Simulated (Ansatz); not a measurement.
## (PbSe)2(CaSe)1 [001] superlattice, started as rocksalt type: phonons and vibrational spectra

Aim: the vibrations of (PbSe)2(CaSe)1 [001] superlattice, started as rocksalt type, their spectra, and whether the structure is stable.

Program: Ansatz 0.2.0. Level of theory: DFT PBEsol, scalar-relativistic, plane waves, PAW. Results are calculated unless marked as measured.

This is a report of a sequence of runs, with most program output left out.

The structure was built from a prototype and need not be the compound's stable phase.

In doubt: the program warns that the response may not be converged on this k-mesh (step 4), which bears on the force constants and all frequencies.

## 1. The structure

The structure is tetragonal, space group I4/mmm (No. 139). Conventional cell: a = 4.280 Å, b = 4.280 Å, c = 18.160 Å, α = 90.00°, β = 90.00°, γ = 90.00°. Nearest to Ca lie 6 Se at 3.03 Å. Pb has 6 Se at 3.03 Å nearest. Se has 1 Ca at 3.03 Å and 5 Pb at 3.03 Å nearest. Nearest to Se lie 2 Pb at 3.03 Å and 4 Ca at 3.03 Å. Farther neighbours and most contacts between anions are not listed.

## 2. Bringing the structure to rest

Harmonic phonons are second derivatives at a point where the forces vanish, and they are wanted at zero stress, so atoms and cell are relaxed first.

input.yaml

```yaml
crystal:
  lattice:
    - [3.02667, 3.02667, 0.0]
    - [-3.02667, 3.02667, 0.0]
    - [3.02667, 0.0, 9.08]
  atoms:
    - { symbol: Ca, position: [0.666667, 0.333333, 0.666667] }
    - { symbol: Pb, position: [0.0, 0.0, 0.0] }
    - { symbol: Pb, position: [0.333333, 0.666667, 0.333333] }
    - { symbol: Se, position: [0.5, 0.5, 0.0] }
    - { symbol: Se, position: [0.833333, 0.166667, 0.333333] }
    - { symbol: Se, position: [0.166667, 0.833333, 0.666667] }
kpoints:
  mp_grid: { grid: [6, 6, 6] }
hamiltonian:
  xc: pbesol
scf:
  occupations: { method: gaussian, width: 0.02 }
output:
  forces: true
  stress: true
  eigenvalues: true
  write_density: true
  write_potential: true
  elf: true
  volumetric_format: npy
relax:
  adjacent_minimum: "off"
  f_tol: 0.005
  max_steps: 80
  cell: { stress_tol: 0.05 }
```

On the command line:

```console
$ ansatz run input.yaml --threads 8 --pin off --max-ram 14336MiB --backend cpu --events-out ev --progress --plain --runs-dir out
```

Wall time 20 s (8 threads of Arm Neoverse V1, shared host); peak memory 0.81 GiB; 2.3 min of CPU time.

Step by step:

```tsv
step	energy less that of the first step (eV)	largest force component (eV/Å)	pressure (GPa)	volume (Å³)
1	0.0000	0.3046	-0.30	166.36
2	-0.0167	0.1408	0.13	164.76
3	-0.0236	0.0078	-0.02	165.27
4	-0.0236	0.0015	0.01	165.20
5*	-0.0235	0.0015	0.01	165.20
```

Relaxation steps marked * repeat the geometry before them on a plane-wave basis chosen anew for their cell, so energy and pressure can jump there.

Forces are held to the 16 operations that the run works with; a distortion that breaks them can't arise in this run.

```tsv
conventional cell, symmetrised	before	after	change
a (Å)	4.280	4.270	-0.2 %
b (Å)	4.280	4.270	-0.2 %
c (Å)	18.160	18.117	-0.2 %
volume (Å³/atom)	27.73	27.53	-0.7 %
```

The atoms that moved most (Å, as changes of fractional coordinates times the final cell):

```tsv
atom	dx	dy	dz	length
Se5	0.000	0.000	0.071	0.071
Se4	0.000	0.000	-0.071	0.071
Pb3	0.000	0.000	0.014	0.014
Pb2	0.000	0.000	-0.014	0.014
```

Final coordinates:

```cif
data_structure
_symmetry_space_group_name_H-M 'P 1'
_symmetry_Int_Tables_number 1
_cell_length_a 4.2705
_cell_length_b 4.2705
_cell_length_c 9.5485
_cell_angle_alpha 102.922
_cell_angle_beta 77.078
_cell_angle_gamma 90.000
_cell_volume 165.20
loop_
_atom_site_label
_atom_site_type_symbol
_atom_site_fract_x
_atom_site_fract_y
_atom_site_fract_z
_atom_site_occupancy
Ca1 Ca 0.66667 0.33333 0.66667 1
Pb2 Pb 0.00076 0.99924 0.99848 1
Pb3 Pb 0.33258 0.66742 0.33485 1
Se4 Se 0.50391 0.49609 0.99219 1
Se5 Se 0.82943 0.17057 0.34115 1
Se6 Se 0.16667 0.83333 0.66667 1
```

This step gave:

```yaml
pressure: 0.005609 GPa
gap_on_the_k_mesh: 0.9105 eV
volume_per_atom: 27.53 Å³
direct_gap_on_mesh: 0.9497 eV
```

Valence density in the ac plane of the conventional cell at fractional y = 0.000, with atoms of Ca and Pb and Se within 0.2 Å of it. It is the smooth field of the valence electrons, not physical close to the nuclei.

Ten steps, logarithmic in the rise over the least value, from '0' (0 e/Å³) to '9' (24 e/Å³), each cell a mean:
```
65310000000245
11000000000001
32110000000123
97421000001369
76321000001247
11100000000011
32100000000122
76421000001356
65421000001356
21100000000012
22110000000122
97421000001358
86321000001257
21100000000111
32100000000123
76421000001357
65421000001356
21100000000012
22100000000112
97421000001258
97421000001258
22100000000112
21100000000012
66410000000256
```
Columns run along a (4.3 Å), rows up along c (18.1 Å), edges of the conventional cell, whose origin can differ from the input's. Atoms in or near the plane, at fractional coordinates: Ca at (0.00, 0.00), Pb at (0.00, 0.67), Pb at (0.00, 0.33), Se at (0.00, 0.16), Se at (0.00, 0.84), Se at (0.00, 0.50).

ELF in the ac plane of the conventional cell at fractional y = 0.000, with atoms of Ca and Pb and Se within 0.2 Å of it. It is the smooth field of the valence electrons, not physical close to the nuclei.

Ten even steps from '0' (0.03) to '9' (0.83), each cell a mean:
```
99720000000589
32110000000123
99874100025899
36887300158984
78986200147987
66532000012456
33321000001233
01442100023431
12442100013432
33210000001233
77764200135677
46998510379985
57998510268986
66543100023566
33321000001233
01442100013431
12442100013432
33210000001233
77653100014677
57986300148986
57986300148986
88763100024788
43100000000123
99830000001699
```
Columns run along a (4.3 Å), rows up along c (18.1 Å), edges of the conventional cell, whose origin can differ from the input's. Atoms in or near the plane, at fractional coordinates: Ca at (0.00, 0.00), Pb at (0.00, 0.67), Pb at (0.00, 0.33), Se at (0.00, 0.16), Se at (0.00, 0.84), Se at (0.00, 0.50).

Electrostatic potential energy in the ac plane of the conventional cell at fractional y = 0.000, with atoms of Ca and Pb and Se within 0.2 Å of it. With pseudopotentials it is smooth inside the atoms' cores, unlike the true potential.

Ten even steps from '_' (-33 eV) to '@' (12 eV), each cell a mean:
```
__..==##%%@@@@@@@@@@%%**::..
##%%%%@@@@@@@@@@@@@@@@@@%%%%
**##%%@@@@@@@@@@@@@@@@@@####
##**++##@@@@@@@@@@@@%%**++**
**++**%%@@@@@@@@@@@@@@##++++
%%%%@@@@@@@@@@@@@@@@@@@@@@%%
++**##%%@@@@@@@@@@@@@@%%##++
::__..++%%@@@@@@@@@@##--__..
..__::**%%@@@@@@@@@@%%==__..
**##%%@@@@@@@@@@@@@@@@@@%%##
####%%@@@@@@@@@@@@@@@@@@%%##
##**++##@@@@@@@@@@@@%%**++**
**++++%%@@@@@@@@@@@@@@**++**
%%%%@@@@@@@@@@@@@@@@@@@@%%%%
==++##%%@@@@@@@@@@@@@@%%**++
::__..++%%@@@@@@@@@@##--__..
..__::**%%@@@@@@@@@@%%==....
####%%@@@@@@@@@@@@@@@@@@%%##
##%%@@@@@@@@@@@@@@@@@@@@%%##
**++++##@@@@@@@@@@@@%%**++**
**++++##@@@@@@@@@@@@%%**++**
##%%@@@@@@@@@@@@@@@@@@@@%%##
**##%%@@@@@@@@@@@@@@@@%%##**
____--##%%@@@@@@@@@@%%++..__
```
Columns run along a (4.3 Å; values clipped at the 3rd and 97th percentile), rows up along c (18.1 Å), edges of the conventional cell, whose origin can differ from the input's. Atoms in or near the plane, at fractional coordinates: Ca at (0.00, 0.00), Pb at (0.00, 0.67), Pb at (0.00, 0.33), Se at (0.00, 0.16), Se at (0.00, 0.84), Se at (0.00, 0.50).

In this step the volume went from 27.73 to 27.53 Å³/atom.

## 3. Relaxing to small forces for the phonons

Phonons need a cell at rest on their own settings, so the relaxation is repeated with tight tolerances on forces and stress, using the mesh and the filling of the phonon run that follows.

input.yaml

```yaml
crystal:
  lattice:
    - [3.0196774795, 3.0196774795, 0.0]
    - [-3.0196774795, 3.0196774795, 0.0]
    - [3.0196774795, 0.0, 9.0584195906]
  atoms:
    - { symbol: Ca, position: [0.6666666667, 0.3333333333, 0.6666666667] }
    - { symbol: Pb, position: [0.0007577954, -0.0007577954, -0.0015155908] }
    - { symbol: Pb, position: [0.3325755379, 0.6674244621, 0.3348489241] }
    - { symbol: Se, position: [0.5039072668, 0.4960927332, -0.0078145337] }
    - { symbol: Se, position: [0.8294260665, 0.1705739335, 0.341147867] }
    - { symbol: Se, position: [0.1666666667, 0.8333333333, 0.6666666667] }
kpoints:
  mp_grid: { grid: [8, 8, 8] }
hamiltonian:
  xc: pbesol
scf:
  occupations: { method: fixed }
output:
  forces: true
  stress: true
  eigenvalues: true
relax:
  adjacent_minimum: "off"
  f_tol: 0.001
  max_steps: 60
  cell: { stress_tol: 0.01 }
```

The job ended after 20 s (8 threads; peak memory 0.92 GiB; 2.6 min of CPU time).

Little changed from the start: no atom moved by 0.005 Å and no cell edge by 0.1 %.

Numbers from this step:

* pressure: 6.31e-4 GPa
* gap on the k-mesh: 0.8971 eV
* volume per atom: 27.54 Å³
* direct gap on mesh: 0.9482 eV

The largest force component left is 0.18 meV/Å and the pressure is 0.001 GPa, within the tolerances set. The cell now holds 27.54 Å³/atom.

## 4. Zone-centre response

The zone centre is the only wavevector solved here; it holds the modes that light can see, as far as symmetry allows. The response to a homogeneous field gives the Born charges and the dielectric tensor, and its change with displacement the Raman tensors.

input.yaml

```yaml
crystal:
  lattice:
    - [3.0199029759, 3.0199029759, 0.0]
    - [-3.0199029759, 3.0199029759, 0.0]
    - [3.0199029759, 0.0, 9.0599912898]
  atoms:
    - { symbol: Ca, position: [0.6666666667, 0.3333333333, 0.6666666667] }
    - { symbol: Pb, position: [0.0008344965, -0.0008344965, -0.001668993] }
    - { symbol: Pb, position: [0.3324988369, 0.6675011631, 0.3350023263] }
    - { symbol: Se, position: [0.5039955479, 0.4960044521, -0.0079910959] }
    - { symbol: Se, position: [0.8293377854, 0.1706622146, 0.3413244292] }
    - { symbol: Se, position: [0.1666666667, 0.8333333333, 0.6666666667] }
kpoints:
  mp_grid: { grid: [8, 8, 8] }
hamiltonian:
  xc: pbesol
scf:
  occupations: { method: fixed }
output:
  eigenvalues: true
phonons:
  method: dfpt
  dielectric: true
  rigid_motions: translations
  raman: true
```

The job ended after 39 min (8 threads; peak memory 8.6 GiB).

Numbers from this step:

* sum-rule residual before enforcement: 4.44e-5 eV/Å²
* miss of the charge sum rule: 0.04120 e
* estimated error of the dielectric tensor: 0.09290
* estimated error of the Born charges: 0.05175 e
* point group: 4/mmm
* highest optical mode at the zone centre (no LO-TO term): 180.5 cm⁻¹
* lowest optical zone-centre mode: 33.99 cm⁻¹
* mean high-frequency dielectric constant: 15.10
* largest Born charge (third of the trace): 4.679 e
* mean static dielectric constant: 56.24
* top of the zone-centre spectrum with the field: 208.9 cm⁻¹

Without the LO-TO term. Patterns of degenerate modes are one choice out of their space. Modes at Γ, with each element's share of the kinetic energy:

```tsv
mode	frequency (cm⁻¹)	symmetry	Ca %	Pb %	Se %
1	0.0	acoustic	6	60	34
2	0.0	acoustic	6	60	34
3	0.0	acoustic	6	60	34
4	34.0	Eg	0	83	17
5	34.0	Eg	0	83	17
6	48.7	Eu	24	26	51
7	48.7	Eu	24	26	51
8	72.6	A1g	0	100	0
9	79.2	A2u	4	40	56
10	79.8	Eu	2	14	84
11	79.8	Eu	2	14	84
12	83.0	Eg	0	17	83
13	83.0	Eg	0	17	83
14	123.3	A1g	0	0	100
15	136.1	A2u	1	0	99
16	149.2	Eu	69	0	31
17	149.2	Eu	69	0	31
18	180.5	A2u	89	0	11
```

Displacements in mode 5 (34.0 cm⁻¹), the largest set to 1:
```
Ca1  0.00  0.00  0.00
Pb2  1.00  0.80  0.00
Pb3 -1.00 -0.80  0.00
Se4  0.74  0.59  0.00
Se5 -0.74 -0.59  0.00
Se6  0.00  0.00  0.00
```

Displacements in mode 18 (180.5 cm⁻¹), the largest set to 1:
```
Ca1  0.00  0.00  1.00
Pb2  0.00  0.00 -0.02
Pb3  0.00  0.00 -0.02
Se4  0.00  0.00 -0.17
Se5  0.00  0.00 -0.17
Se6  0.00  0.00 -0.06
```

Optical modes at the zone centre, without and with the macroscopic field of the longitudinal modes; each column is sorted by frequency, so a row need not hold one and the same mode. Modes with and without the field, by row:

```tsv
rank among optical modes	no field (cm⁻¹)	q along (1, 0, 0) (cm⁻¹)	q along (0, 0, 1) (cm⁻¹)
1	34	34	34
2	34	34	34
3	48.7	48.7	48.7
4	48.7	52.6	48.7
5	72.6	72.6	72.6
6	79.2	79.2	79.8
7	79.8	79.8	79.8
8	79.8	83	83
9	83	83	83
10	83	123.3	115.8
11	123.3	124.4	123.3
12	136.1	136.1	141.2
13	149.2	149.2	149.2
14	149.2	176	149.2
15	180.5	180.5	208.9
```

Born charge (rows field, columns displacement) (e), principal values of the symmetric part by kind of site:

```tsv
atom	atoms with these values	low	middle	high	mean
Ca1	1	2.08	2.08	2.45	2.20
Pb2	2	4.06	4.99	4.99	4.68
Se4	2	-4.89	-4.89	-3.17	-4.32
Se6	1	-4.22	-2.27	-2.27	-2.92
```

In full for Ca1:

```
2.08 0.00 0.00
0.00 2.08 0.00
0.00 0.00 2.45
```

High-frequency dielectric tensor:

```
16.66  0.00  0.00
 0.00 16.66  0.00
 0.00  0.00 11.98
```

Static dielectric tensor (ions relaxed, fixed cell):

```
65.91  0.00  0.00
 0.00 65.91  0.00
 0.00  0.00 36.90
```

Transverse modes. Infrared lines, with heights relative to the strongest:

```tsv
position (cm⁻¹)	relative intensity
34	0.0
49	15
73	0.0
79	32
80	100
83	0.0
123	0.0
136	3.0
149	29
180	21
```

Activity x (w_L - w)^4 (n + 1)/w, 532 nm, 300 K; the tensors are static ones, while 532 nm light lies above the computed direct gap, where resonance would change the heights; modes without the macroscopic field alone. Lines of the Raman spectrum (strongest = 100):

```tsv
position (cm⁻¹)	relative intensity
34	1.3
49	0.0
73	71
79	0.0
80	0.0
83	85
123	100
136	0.0
149	0.0
180	0.0
```

Before it was imposed, the acoustic sum rule was missed by 4.4e-5 eV/Å² and the charge sum rule by 0.041 e. The charge miss is large and points to the mesh or the basis. The lowest optical mode is real, 34.0 cm⁻¹.

The log warns of the k mesh: “the force constants stand on the 8×8×8 k-mesh, whose period is 9.02 times the interband length at k = (0.0000, -0.5000, 0.2500), direct gap 0.969 eV, under 14: take them and everything formed from them as unconverged”.

## 5. Another isotope, element Ca, natural mass 40.078 amu

An isotope changes the mass and not the force constants, so no new electronic calculation is needed; the shifts show which modes move this element.

The same force constants with the mass of Ca changed from 40.078 to 47.953 u (phonopy, no LO-TO term). Both lists are sorted by frequency; levels can cross, so a row need not hold one and the same mode. Modes under 3 cm⁻¹ are left out. Isotope shifts, by row:

```tsv
q	rank	natural mass (cm⁻¹)	changed mass (cm⁻¹)
0 0 0	4	33.99	33.99
0 0 0	5	33.99	33.99
0 0 0	6	48.66	47.55
0 0 0	7	48.66	47.55
0 0 0	8	72.62	72.62
0 0 0	9	79.24	78.88
0 0 0	10	79.79	79.65
0 0 0	11	79.79	79.65
0 0 0	12	82.98	82.98
0 0 0	13	82.98	82.98
0 0 0	14	123.3	123.3
0 0 0	15	136.1	135.9
0 0 0	16	149.2	140.6
0 0 0	17	149.2	140.6
0 0 0	18	180.5	166.9
```

A mode of this element alone would shift by -8.58 %. The highest zone-centre frequency without the field goes from 180.5 to 166.9 cm⁻¹ (-7.5 %). The product of the frequency ratios over all optical modes at Γ is 0.777; the product rule, (m/m′)^(3k/2) (M′/M)^(3/2) with k = 1 such atoms and M the mass of the cell, gives 0.777.

## 6. Another isotope, element Pb, natural mass 207.2 amu

The same for Pb, from 207.20 to 203.97 u.

The same force constants with the mass of Pb changed from 207.200 to 203.973 u (phonopy, no LO-TO term). Both lists are sorted by frequency; levels can cross, so a row need not hold one and the same mode. Modes under 3 cm⁻¹ are left out. Isotope shifts, by row:

```tsv
q	rank	natural mass (cm⁻¹)	changed mass (cm⁻¹)
0 0 0	4	33.99	34.21
0 0 0	5	33.99	34.21
0 0 0	6	48.66	48.76
0 0 0	7	48.66	48.76
0 0 0	8	72.62	73.19
0 0 0	9	79.24	79.49
0 0 0	10	79.79	79.88
0 0 0	11	79.79	79.88
0 0 0	12	82.98	83.09
0 0 0	13	82.98	83.09
0 0 0	14	123.3	123.3
0 0 0	15	136.1	136.1
0 0 0	16	149.2	149.2
0 0 0	17	149.2	149.2
0 0 0	18	180.5	180.5
```

A mode of this element alone would shift by +0.79 %. The highest zone-centre frequency without the field goes from 180.5 to 180.5 cm⁻¹ (+0.0 %). The product of the frequency ratios over all optical modes at Γ is 1.034; the product rule, (m/m′)^(3k/2) (M′/M)^(3/2) with k = 2 such atoms and M the mass of the cell, gives 1.034.

## 7. Isotope substitution, element Se, natural mass 78.971 amu

The same for Se, from 78.97 to 81.92 u.

The same force constants with the mass of Se changed from 78.971 to 81.917 u (phonopy, no LO-TO term). Both lists are sorted by frequency; levels can cross, so a row need not hold one and the same mode. Modes under 3 cm⁻¹ are left out. Isotope shifts, by row:

```tsv
q	rank	natural mass (cm⁻¹)	changed mass (cm⁻¹)
0 0 0	4	33.99	33.88
0 0 0	5	33.99	33.88
0 0 0	6	48.66	48.21
0 0 0	7	48.66	48.21
0 0 0	8	72.62	72.61
0 0 0	9	79.24	78.43
0 0 0	10	79.79	78.58
0 0 0	11	79.79	78.58
0 0 0	12	82.98	81.73
0 0 0	13	82.98	81.73
0 0 0	14	123.3	121.1
0 0 0	15	136.1	133.6
0 0 0	16	149.2	148.4
0 0 0	17	149.2	148.4
0 0 0	18	180.5	180.1
```

A mode of this element alone would shift by -1.81 %. The highest zone-centre frequency without the field goes from 180.5 to 180.1 cm⁻¹ (-0.2 %). The product of the frequency ratios over all optical modes at Γ is 0.864; the product rule, (m/m′)^(3k/2) (M′/M)^(3/2) with k = 3 such atoms and M the mass of the cell, gives 0.864.

## 8. Results

```json
{
  "space group after relaxation (within 0.01 Å)": "I4/mmm",
  "volume per atom": "27.5 Å³",
  "gap on the k-mesh": "0.897 eV",
  "highest optical mode at the zone centre (no LO-TO term)": "180 cm⁻¹",
  "top of the zone-centre spectrum with the field": "209 cm⁻¹",
  "lowest optical zone-centre mode": "34.0 cm⁻¹",
  "mean high-frequency dielectric constant": "15.1",
  "mean static dielectric constant": "56.2",
  "largest Born charge (third of the trace)": "4.68 e",
  "imaginary modes at Γ (the only wavevector solved)": "none"
}
```

The structure is stable against zone-centre distortions, since no mode there is imaginary; other wavevectors were not solved, so zone-boundary instabilities are untested. Without the field, the optical modes at Γ span 34 to 180 cm⁻¹. No dispersion was computed. The highest mode in this list at Γ, 180.5 cm⁻¹, is mostly motion of Ca (89 % of the kinetic energy). With the macroscopic field of the longitudinal modes the top of the zone-centre spectrum lies at 209 cm⁻¹, against 180 cm⁻¹ without it. Lattice motion raises the mean dielectric constant from 15.10 to 56.24. The strongest infrared line is at 80 cm⁻¹. Averaged over orientations, the strongest Raman line at 532 nm and 300 K is at 123 cm⁻¹. The tensors are the static, non-resonant ones, while 532 nm light (2.33 eV) lies above the computed gap. With the field response the log warns that the k mesh is coarse for the force constants too, so the frequencies may not be converged. Spin-orbit coupling is left out, which can matter for the heavy elements here. The starting cell was built on a prototype and not taken from a measurement, so the phase need not exist. These are harmonic frequencies at zero temperature: anharmonic shifts, linewidths and thermal expansion are left out.

[Logs are printed without paths, hosts, clocks, repeated set-up lines and the standing remarks that a program may print on its own settings, such as how far it seeks lower states.]

[Hosts, paths, dates, database ids (printed as entryN), source tags and the programs' standing remarks are cut or masked in the printed files.]
